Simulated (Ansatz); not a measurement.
# Tunnelling across a broken Sc chain: predicting one gap

**Method.** Ansatz 0.2.0, plane waves with PAW datasets at the program's default cutoffs, Fermi-Dirac smearing of 0.05 eV, chains in boxes 7.5 Å wide or more, moments seeded when the perfect chain is relaxed. PBE, no spin-orbit coupling; one bond is opened by s Å beyond its relaxed length, the other atoms of a straight cell of 12 kept, with parallel moments across the gap, and the conductance taken at 300 K.

```
   run  G (G₀)  largest error term (%)    s     ln G
+1.8 Å  0.6829                       7  1.8  −0.3814
+2.5 Å   0.312                       9  2.5   −1.165
+3.3 Å  0.1027                       9  3.3   −2.276
```

One run is withheld: run = +4.2 Å, with s = 4.2. Fit a straight line ln G = a + b × s to the 3 rows shown and predict it.

**Fit.** The means are 2.533 for s and −1.274 for ln G. The sum of products of deviations is −1.427 and the sum of squares in s is 1.127, so b = −1.427 / 1.127 = −1.266 and a = −1.274 − (−1.266) × 2.533 = 1.934. The residuals' standard deviation, with 1 degree of freedom, is σ = 0.082.

**Prediction.** ln G = 1.934 + (−1.266) × 4.2 = −3.385, that is 0.0339 G₀. The run gave 0.0256 G₀ (ln G = −3.664), so the prediction less the run is +0.28. The standard error of a prediction there, σ√(1 + 1/3 + (4.2 − 2.533)²/1.127), is 0.16, and the miss is 1.7 times that, for a point outside the fitted range. With so few rows σ is itself uncertain.

Caveats: Between neighbouring runs the slope of ln G lies between −1.54 and −1.12 per Å, so one exponential is an approximation; it is flattest at the narrowest gap, nearest to contact. Error terms (up to 9 %, withheld run included) bound how much a small miss can mean. No image potential, spin-orbit coupling or relaxation; a bent or dimerised chain may be lower in energy. Series of this kind are told only where this holds: one magnetic state in all runs, error terms under 60 %, and the runs' own leads conduct as the perfect chain does. 36 of 42 did.

[Logs are printed without paths, hosts, clocks, repeated set-up lines and the standing remarks that a program may print on its own settings, such as how far it seeks lower states.]
